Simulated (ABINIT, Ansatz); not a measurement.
# Lattice dynamics of Ho (P6_3/mmc) in two programs, part 2 of 4

How does Ho (P6_3/mmc) vibrate, and is this structure a minimum?

ABINIT 10.8.3; DFT PBE, scalar-relativistic, plane waves, PseudoDojo norm-conserving, 4f in core pseudopotentials.

So far. Step 3 (Relaxation): The volume changes by +0.1 % in this run and stands +0.1 % from the first cell. Step 4 (Self-consistent run for the response): The cell stands at -0.53 GPa: the relaxation ran with a smoothed and higher cutoff, and the difference is a stress of the finite basis. The relaxed cell has a = 3.584, c = 5.599 Å (conventional setting).

**5. Linear response at Γ**

At q = 0 one unit cell holds all displacements. The response is solved for single atoms along the cell's directions, and symmetry skips those that follow from others. The crystal is treated as a metal, which screens a static field, so no field response is asked.

Contents of dfpt_gamma.abi:

```

# common to the responses
getwfk_filepath "gso_WFK"
kptopt 2
nqpt 1
qpt 0.0 0.0 0.0
asr 0
chneut 0

# displacements
rfphon 1
rfatpol 1 2
rfdir 1 1 1
tolvrs 1.0d-10
prtwf 0
prtpot 1

# basis, mesh and filling
ecut 21.0
ngkpt 9 9 6
nshiftk 1
shiftk 0.0 0.0 0.0
istwfk *1
occopt 7
tsmear 0.01
nband 18
nstep 100
diemac 1000000.0
prtebands 0
prtgsr 0

# cell and atoms
acell 3*1.0 Angstrom
rprim 
    3.583621872 0.0 0.0
    -1.791810936 3.103507579 0.0
    0.0 0.0 5.598868385
ntypat 1
znucl 67
natom 2
typat 1 1
xred 
    1/3 2/3 0.25
    2/3 1/3 0.75
pp_dirpath "./pseudo"
pseudos "Ho.upf"
```

On the command line:

```
$ OMP_NUM_THREADS=1 mpirun -n 4 abinit dfpt_gamma.abi > dfpt_gamma.log
```

Numbers of over 12 decimals in the logs are rounded to 6 here.

dfpt_gamma.abo, the main output file:

```text
[banners, grids, parts of the stress and lines that vanish by symmetry left out]
- input  file    -> dfpt_gamma.abi
- output file    -> dfpt_gamma.abo
- root for input  files -> dfpt_gammai
- root for output files -> dfpt_gammao

 Symmetries : space group P6_3/m m c (#194); Bravais hP (primitive hexag.)
================================================================================
 Values of the parameters that define the memory need of the present run (RF).
     intxc =       0      iscf =       7    lmnmax =       7     lnmax =       7
     mgfft =      45  mpssoang =       4    mqgrid =    3001     natom =       2
  nloc_mem =       1    nspden =       1   nspinor =       1    nsppol =       1
      nsym =      24    n1xccc =    2501    ntypat =       1    occopt =       7
   xclevel =       2
-    mband =          18        mffmem =           1         mkmem =          61
-   mkqmem =          61        mk1mem =          61           mpw =        1956
      nfft =       40500          nkpt =         244
- my_mband =          18
================================================================================
================================================================================

--------------------------------------------------------------------------------
------------- Echo of variables that govern the present computation ------------
--------------------------------------------------------------------------------
-
- outvars: echo of selected default values
-   iomode0 =  0 , fftalg0 =312 , wfoptalg0 =  0
-
- outvars: echo of global parameters not present in the input file
-  max_nthreads =    1
-
 -outvars: echo values of preprocessed input variables
 [... echo left out ...]
================================================================================

 chkinp: Checking input parameters for consistency.

[...]
== DATASET  1 ==================================================================
-   mpi_nproc: 4, omp_nthreads: 1 (-1 if OMP is not activated)

--- !DatasetInfo
iteration_state: {dtset: 1, }
dimensions: {natom: 2, nkpt: 244, mband: 18, nsppol: 1, nspinor: 1, nspden: 1, mpw: 1956, }
cutoff_energies: {ecut:  21.0, pawecutdg:  -1.0, }
electrons: {nelect:   2.20000000E+01, charge:   0.00000000E+00, occopt:   7.00000000E+00, tsmear:   1.00000000E-02, }
meta: {optdriver: 1, rfphon: 1, }
...

 mkfilename: getwfk from: gso_WFK

 Real(R)+Recip(G) space primitive vectors, cartesian coordinates (Bohr,Bohr^-1):
 R(1)=  6.7720639  0.0000000  0.0000000  G(1)=  0.1476655  0.0852547  0.0000000
 R(2)= -3.3860319  5.8647794  0.0000000  G(2)=  0.0000000  0.1705094  0.0000000
 R(3)=  0.0000000  0.0000000 10.5803279  G(3)=  0.0000000  0.0000000  0.0945150
 Unit cell volume ucvol=  4.2021529E+02 bohr^3
 Angles (23,13,12)=  9.00000000E+01  9.00000000E+01  1.20000000E+02 degrees
 setup1 : take into account q-point for computing boxcut.

 getcut: wavevector=  0.0000  0.0000  0.0000  ngfft=  30  30  45
         ecut(hartree)=     21.000   => boxcut(ratio)=   2.01595

--- Pseudopotential description ------------------------------------------------
- pspini: atom type   1  psp file is ./pseudo/Ho.upf

   1.22149356E+03                                ecore*ucvol(ha*bohr**3)
--------------------------------------------------------------------------------

 ==>  initialize data related to q vector <==

 The list of irreducible perturbations for this q vector is:
    1)    idir= 1    ipert=   1
    2)    idir= 3    ipert=   1

[...]
The perturbation idir=   2  ipert=   1 is
 symmetric of a previously calculated perturbation.
 So, its SCF calculation is not needed.

 The perturbation idir=   1  ipert=   2 is
 symmetric of a previously calculated perturbation.
 So, its SCF calculation is not needed.

 The perturbation idir=   2  ipert=   2 is
 symmetric of a previously calculated perturbation.
 So, its SCF calculation is not needed.

 The perturbation idir=   3  ipert=   2 is
 symmetric of a previously calculated perturbation.
 So, its SCF calculation is not needed.

--------------------------------------------------------------------------------
 Perturbation wavevector (in red.coord.)   0.000000  0.000000  0.000000
 Perturbation : displacement of atom   1   along direction   1
 Found     2 symmetries that leave the perturbation invariant.

[...]
dfpt_looppert : total number of electrons, from k and k+q
  fully or partially occupied states are    2.200000E+01 and    2.200000E+01.
 Initialisation of the first-order wave-functions :
  ireadwf=   0

--- !BeginCycle
iteration_state: {dtset: 1, }
solver: {iscf: 7, nstep: 100, nline: 4, wfoptalg: 0, }
tolerances: {tolvrs: 1.00E-10, }
...

     iter   2DEtotal(Ha)        deltaE(Ha) residm    vres2
-ETOT  1  0.961694     -1.007E+03 1.125E+00 4.955E+01
 ETOT  2  0.616403     -3.453E-01 1.029E-01 4.891E+00
 ETOT  3  0.612535     -3.868E-03 2.998E-02 1.722E-01
 ETOT  4  0.612422     -1.127E-04 6.579E-03 2.334E-03
 ETOT  5  0.612421     -5.514E-07 5.587E-03 5.754E-04
[...]
At SCF step   10       vres2   =  2.41E-12 < tolvrs=  1.00E-10 =>converged.
[...]
Mean square residual over all n,k,spin=   88.163E-09; max=  23.121E-05

 Thirteen components of 2nd-order total energy (hartree) are
 1,2,3: 0th-order hamiltonian combined with 1st-order wavefunctions
     kin0=   6.82478115E+02 eigvalue=   1.42332592E+02  local=  -4.10054507E+02
 4,5,6: 1st-order hamiltonian combined with 1st and 0th-order wfs
 loc psp =  -1.43537382E+03  Hartree=   3.49978995E+02     xc=  -8.87036376E+01
 note that "loc psp" includes a xc core correction that could be resolved
 7,8,9: eventually, occupation + non-local contributions
    edocc=   1.48088817E+02     enl0=   1.82901552E+02   enl1=  -5.78670038E+02
 1-9 gives the relaxation energy (to be shifted if some occ is /=2.0)
   erelax=  -1.00702193E+03
 10,11,12 Non-relaxation  contributions : frozen-wavefunctions and Ewald
 fr.local=   6.85209921E+02 fr.nonlo=   2.89256628E+02  Ewald=   9.29014108E+00
 13,14 Frozen wf xc core corrections (1) and (2)
 frxc 1  =  -1.40299607E+02  frxc 2 =   1.64177266E+02
 Resulting in :
 2DEtotal=    0.6124212526E+00 Ha. Also 2DEtotal=    0.166648312509E+02 eV
    (2DErelax=   -1.0070219279E+03 Ha. 2DEnonrelax=    1.0076343491E+03 Ha)
    (  non-var. 2DEtotal :    6.1242130517E-01 Ha)

[...]
Perturbation wavevector (in red.coord.)   0.000000  0.000000  0.000000
 Perturbation : displacement of atom   1   along direction   3
 Found     6 symmetries that leave the perturbation invariant.

--------------------------------------------------------------------------------

--------------------------------------------------------------------------------

 dfpt_looppert : total number of electrons, from k and k+q
  fully or partially occupied states are    2.200000E+01 and    2.200000E+01.
 Initialisation of the first-order wave-functions :
  ireadwf=   0

--- !BeginCycle
iteration_state: {dtset: 1, }
solver: {iscf: 7, nstep: 100, nline: 4, wfoptalg: 0, }
tolerances: {tolvrs: 1.00E-10, }
...

     iter   2DEtotal(Ha)        deltaE(Ha) residm    vres2
-ETOT  1   19.967100796614     -2.748E+03 2.176E+00 5.540E+04
[...]
ETOT  9   4.300231     -2.428E-10 2.669E-07 7.948E-09
 ETOT 10   4.300231      3.683E-11 3.588E-08 9.463E-11

 At SCF step   10       vres2   =  9.46E-11 < tolvrs=  1.00E-10 =>converged.
[...]
Mean square residual over all n,k,spin=   69.629E-12; max=  35.879E-09

 Thirteen components of 2nd-order total energy (hartree) are
 1,2,3: 0th-order hamiltonian combined with 1st-order wavefunctions
     kin0=   1.68645401E+03 eigvalue=   3.45372826E+02  local=  -1.01213383E+03
 4,5,6: 1st-order hamiltonian combined with 1st and 0th-order wfs
 loc psp =  -4.13290401E+03  Hartree=   1.17163977E+03     xc=  -2.19184792E+02
 note that "loc psp" includes a xc core correction that could be resolved
 7,8,9: eventually, occupation + non-local contributions
    edocc=   3.48801432E+02     enl0=   4.42485041E+02   enl1=  -1.39396491E+03
 1-9 gives the relaxation energy (to be shifted if some occ is /=2.0)
   erelax=  -2.76343446E+03
 10,11,12 Non-relaxation  contributions : frozen-wavefunctions and Ewald
 fr.local=   1.65030077E+03 fr.nonlo=   6.99383467E+02  Ewald=   3.59708870E+02
 13,14 Frozen wf xc core corrections (1) and (2)
 frxc 1  =  -3.42643487E+02  frxc 2 =   4.00985068E+02
 Resulting in :
 2DEtotal=    0.4300231496E+01 Ha. Also 2DEtotal=    0.117015260193E+03 eV
    (2DErelax=   -2.7634344606E+03 Ha. 2DEnonrelax=    2.7677346921E+03 Ha)
    (  non-var. 2DEtotal :    4.3002346601E+00 Ha)

[...]
---- first-order wavefunction calculations are completed ----

 ==> Compute Derivative Database <==

 [... matrices left out ...]
  Phonon wavevector (reduced coordinates) :  0.00000  0.00000  0.00000
 Phonon energies in Hartree :
  -8.818101E-06  1.145111E-05  1.145111E-05  2.977917E-04  2.977917E-04
   5.055891E-04
 Phonon frequencies in cm-1    :
- -1.935349E+00  2.513229E+00  2.513229E+00  6.535773E+01  6.535773E+01
-  1.109640E+02

== END DATASET(S) ==============================================================
================================================================================

 -outvars: echo values of variables after computation
            acell      1.8897261259E+00  1.8897261259E+00  1.8897261259E+00 Bohr
           etotal      4.3002314963E+00
            fcart      0.0000000000E+00  0.0000000000E+00  0.0000000000E+00
           strten      0.0000000000E+00  0.0000000000E+00  0.0000000000E+00
================================================================================
```

The job ended after 86 s (4 MPI ranks of Intel Xeon Platinum 8488C (Sapphire Rapids), shared host).

Read from the output:

* largest acoustic frequency at the zone centre before the sum rule: 2.51 cm⁻¹
* highest optical zone-centre mode (no LO-TO term): 111.0 cm⁻¹
* lowest optical zone-centre mode: 65.36 cm⁻¹

The acoustic modes at Γ come out as far as 2.5 cm⁻¹ from zero, where they should vanish, a small numerical error.

**6. Phonons on a q mesh**

Linear response treats each wavevector of the 3×3×2 mesh in the unit cell; the first-order potentials are kept for the electron-phonon matrix elements.

Contents of dfpt_q.abi:

```
ndtset 5

# wavevectors
qpt1 0.3333333333 0.0 0.0
qpt2 0.3333333333 0.3333333333 0.0
qpt3 0.0 0.0 0.5
qpt4 0.3333333333 0.0 0.5
qpt5 0.3333333333 0.3333333333 0.5

# displacements
getwfk_filepath "gso_WFK"
getwfq_filepath "gso_WFK"
kptopt 3
nqpt 1
rfphon 1
rfatpol 1 2
rfdir 1 1 1
tolvrs 1.0d-10
prtwf 0
prtpot 1

# basis, mesh and filling
ecut 21.0
ngkpt 9 9 6
nshiftk 1
shiftk 0.0 0.0 0.0
istwfk *1
occopt 7
tsmear 0.01
nband 18
nstep 100
diemac 1000000.0
prtebands 0
prtgsr 0

# cell and atoms
acell 3*1.0 Angstrom
rprim 
    3.583621872 0.0 0.0
    -1.791810936 3.103507579 0.0
    0.0 0.0 5.598868385
ntypat 1
znucl 67
natom 2
typat 1 1
xred 
    1/3 2/3 0.25
    2/3 1/3 0.75
pp_dirpath "./pseudo"
pseudos "Ho.upf"
```

On the command line:

```
$ OMP_NUM_THREADS=1 mpirun -n 4 abinit dfpt_q.abi > dfpt_q.log
```

dfpt_q.abo, the main output file:

```text
[banners, grids, parts of the stress and lines that vanish by symmetry left out]
- input  file    -> dfpt_q.abi
- output file    -> dfpt_q.abo
- root for input  files -> dfpt_qi
[...]
DATASET    1 : space group P6_3/m m c (#194); Bravais hP (primitive hexag.)
[...]
nfft =       40500          nkpt =         486
[...]
DATASET    2 : space group P6_3/m m c (#194); Bravais hP (primitive hexag.)
[...]
nfft =       40500          nkpt =         486
[...]
DATASET    3 : space group P6_3/m m c (#194); Bravais hP (primitive hexag.)
[...]
nfft =       40500          nkpt =         486
[...]
DATASET    4 : space group P6_3/m m c (#194); Bravais hP (primitive hexag.)
[...]
nfft =       40500          nkpt =         486
[...]
DATASET    5 : space group P6_3/m m c (#194); Bravais hP (primitive hexag.)
[...]
nfft =       40500          nkpt =         486
[...]
== DATASET  1 ==================================================================
[...]
cutoff_energies: {ecut:  21.0, pawecutdg:  -1.0, }
[...]
Perturbation : displacement of atom   1   along direction   1
[...]
-ETOT  1   25.401336454713     -1.138E+03 1.275E+00 2.123E+05
 ETOT  2   39.410435930555      1.401E+01 1.251E+00 3.469E+05
 ETOT  3   2.189622     -3.722E+01 2.142E-01 7.697E+02
 ETOT  4   2.091825     -9.780E-02 3.116E-02 6.371E+00
 ETOT  5   2.089688     -2.136E-03 2.566E-02 3.811E-01
[...]
At SCF step   13       vres2   =  5.63E-12 < tolvrs=  1.00E-10 =>converged.
[...]
Perturbation : displacement of atom   1   along direction   2
[...]
-ETOT  1   1.866105     -1.025E+03 1.114E+00 4.157E+01
[...]
At SCF step   10       vres2   =  1.46E-11 < tolvrs=  1.00E-10 =>converged.
[...]
Perturbation : displacement of atom   1   along direction   3
[...]
-ETOT  1   9.108298     -2.625E+03 2.201E+00 8.847E+03
[...]
At SCF step   13       vres2   =  1.40E-11 < tolvrs=  1.00E-10 =>converged.
[...]
Phonon wavevector (reduced coordinates) :  0.33333  0.00000  0.00000
 Phonon energies in Hartree :
[...]
Phonon frequencies in cm-1    :
-  5.092743E+01  5.427816E+01  8.479962E+01  8.922832E+01  9.357545E+01
-  1.075467E+02
[...]
== DATASET  2 ==================================================================
[...]
cutoff_energies: {ecut:  21.0, pawecutdg:  -1.0, }
[...]
Perturbation : displacement of atom   1   along direction   1
[...]
-ETOT  1   6.750634     -1.123E+03 3.117E+00 1.382E+04
[...]
At SCF step   11       vres2   =  1.07E-11 < tolvrs=  1.00E-10 =>converged.
[...]
Perturbation : displacement of atom   1   along direction   3
[...]
-ETOT  1   6.344750     -2.572E+03 4.828E+00 1.249E+03
[...]
At SCF step    9       vres2   =  9.86E-11 < tolvrs=  1.00E-10 =>converged.
[...]
Phonon wavevector (reduced coordinates) :  0.33333  0.33333  0.00000
 Phonon energies in Hartree :
[...]
Phonon frequencies in cm-1    :
-  8.020678E+01  8.020678E+01  8.268653E+01  8.268653E+01  9.493402E+01
-  1.018855E+02
[...]
== DATASET  3 ==================================================================
[...]
cutoff_energies: {ecut:  21.0, pawecutdg:  -1.0, }
[...]
- 67.00000  11.00000  180302                  znucl, zion, pspdat
[...]
Perturbation : displacement of atom   1   along direction   1
[...]
-ETOT  1   4.985308     -1.120E+03 1.760E+00 6.759E+03
[...]
At SCF step   10       vres2   =  6.31E-11 < tolvrs=  1.00E-10 =>converged.
[...]
Perturbation : displacement of atom   1   along direction   3
[...]
-ETOT  1   10.898694997478     -2.591E+03 2.077E+00 1.457E+04
[...]
ETOT  9   4.501527     -2.715E-10 3.919E-01 4.048E-09
 ETOT 10   4.501527      4.457E-11 4.647E-01 9.637E-11
 At SCF step   10       vres2   =  9.64E-11 < tolvrs=  1.00E-10 =>converged.
[...]
Phonon wavevector (reduced coordinates) :  0.33333  0.33333  0.50000
 Phonon energies in Hartree :
[...]
Phonon frequencies in cm-1    :
-  5.056606E+01  5.056606E+01  9.608553E+01  9.608553E+01  1.008397E+02
-  1.008397E+02
[...]
strten3     0.0000000000E+00  0.0000000000E+00  0.0000000000E+00
           
================================================================================
```

Elapsed: 26 min, on 4 MPI ranks.

Read from the output:

```
lowest mode on the q mesh (acoustic ones at the zone centre apart) : 47.72 cm⁻¹
```

Frequencies (cm⁻¹) before the sum rule at the irreducible wavevectors but Γ, which is solved apart; negative means imaginary. Frequencies by wavevector:

```tsv
q (fractions)	star	mode 1	mode 2	mode 3	mode 4	mode 5	mode 6
0.3333 0 0	6	50.93	54.28	84.8	89.23	93.58	107.5
0.3333 0.3333 0	2	80.21	80.21	82.69	82.69	94.93	101.9
0 0 0.5	1	47.72	47.72	47.72	47.72	81.47	81.47
0.3333 0 0.5	6	65.37	65.37	70.16	70.16	99.85	99.85
0.3333 0.3333 0.5	2	50.57	50.57	96.09	96.09	100.8	100.8
```

[end of part 2 of 4]

[Host names and launcher messages were left out of these logs when they were recorded.]

[Logs are printed without paths, hosts, clocks, repeated set-up lines and the standing remarks that a program may print on its own settings, such as how far it seeks lower states.]

[Hosts, paths, dates, database ids (printed as entryN), source tags and the programs' standing remarks are cut or masked in the printed files.]
